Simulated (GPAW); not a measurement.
LiHF2 (R-3m), F K edge of atom 1, with 1 H at 1.14 Å and 3 Li at 1.99 Å (distorted tetrahedral, site symmetry 3m). Method: GPAW, LDA, full core hole (charged cell), 16-atom cell with 5.5 Å between holes, 5×5×5 k points, dipole transitions, Gaussian full width 0.9 eV up to 4 eV, rising linearly to 3.5 eV at 25 eV.

```xyz
4
Lattice="1.4670 0.8470 4.3667 -1.4670 0.8470 4.3667 0.0000 -1.6939 4.3667" Properties=species:S:1:pos:R:3 pbc="T T T"
F     0.0000    0.0000    7.6858
F     0.0000    0.0000    5.4143
Li    0.0000    0.0000    0.0000
H     0.0000    0.0000    6.5500
```

Energy from the lowest empty level; a common scale on which the isotropic spectrum has a mean of 1 over the first 20 eV.

```
E (eV)  curve 1  curve 2
  -2.0     0.00     0.00
  -1.5     0.00     0.00
  -1.0     0.00     0.00
  -0.5     0.02     0.00
   0.0     0.15     0.01
   0.5     0.60     0.05
   1.0     1.43     0.09
   1.5     1.51     0.08
   2.0     0.59     0.28
   2.5     0.71     0.96
   3.0     1.19     1.25
   3.5     1.35     1.30
   4.0     2.13     1.77
   4.5     4.59     2.06
   5.0     5.29     2.04
   5.5     3.04     2.09
   6.0     2.56     2.18
   6.5     4.29     1.82
   7.0     5.41     1.51
   7.5     3.93     1.65
   8.0     1.88     1.75
   8.5     0.99     1.42
   9.0     0.81     0.99
   9.5     0.81     0.80
  10.0     0.78     0.85
  10.5     0.67     0.94
  11.0     0.50     0.90
  11.5     0.35     0.75
  12.0     0.25     0.57
  12.5     0.17     0.41
  13.0     0.13     0.30
  13.5     0.12     0.28
  14.0     0.14     0.35
  14.5     0.17     0.47
  15.0     0.21     0.58
  15.5     0.26     0.63
  16.0     0.32     0.60
  16.5     0.37     0.53
  17.0     0.39     0.44
  17.5     0.39     0.38
  18.0     0.36     0.34
  18.5     0.33     0.34
  19.0     0.31     0.38
  19.5     0.32     0.44
  20.0     0.33     0.51
  20.5     0.35     0.58
  21.0     0.38     0.64
  21.5     0.41     0.69
  22.0     0.44     0.74
  22.5     0.49     0.80
  23.0     0.53     0.87
  23.5     0.58     0.95
  24.0     0.61     1.02
  24.5     0.61     1.09
  25.0     0.58     1.15
  25.5     0.54     1.19
  26.0     0.48     1.21
  26.5     0.44     1.23
  27.0     0.41     1.23
  27.5     0.41     1.21
  28.0     0.44     1.18
  28.5     0.48     1.13
  29.0     0.55     1.07
  29.5     0.62     0.98
  30.0     0.70     0.90
  30.5     0.78     0.83
  31.0     0.84     0.79
  31.5     0.88     0.79
  32.0     0.91     0.81
```

Question: The curves are for the electric vector along different Cartesian axes of the cell as given, averaged over the symmetry-equivalent atoms. Which is which?

Curve 1: along z (c), main maxima 1.3 eV (1.67), 4.8 eV (5.54) and 7.0 eV (5.41). Curve 2: along x (⊥ c) (the other in-plane axis gives the same curve within 3 %), main maxima 4.7 eV (2.08), 5.9 eV (2.20) and 7.9 eV (1.76). A K edge sees empty p states on the absorber. Each direction probes the empty orbitals that point along it. The holes are only 5.5 Å apart, so the shape is probably not converged with cell size; no larger cell was run here. The mesh is coarse (0.27 Å⁻¹ between points), so small maxima may be mesh ripples.

[Banner, clock and machine lines of the logs are left out without a mark of their own.]

[Logs are printed without paths, hosts, clocks, repeated set-up lines and the standing remarks that a program may print on its own settings, such as how far it seeks lower states.]

[Hosts, paths, dates, database ids (printed as entryN), source tags and the programs' standing remarks are cut or masked in the printed files.]

[Lists of maxima count a maximum above −3 eV only where it reaches 4 % of the highest in the window and stands out from its surroundings by 2 % of it (1.5 % where it reaches 55 %); shoulders and weaker maxima are passed over, and of the rest the first, up to two pre-edge ones and the few strongest are named.]
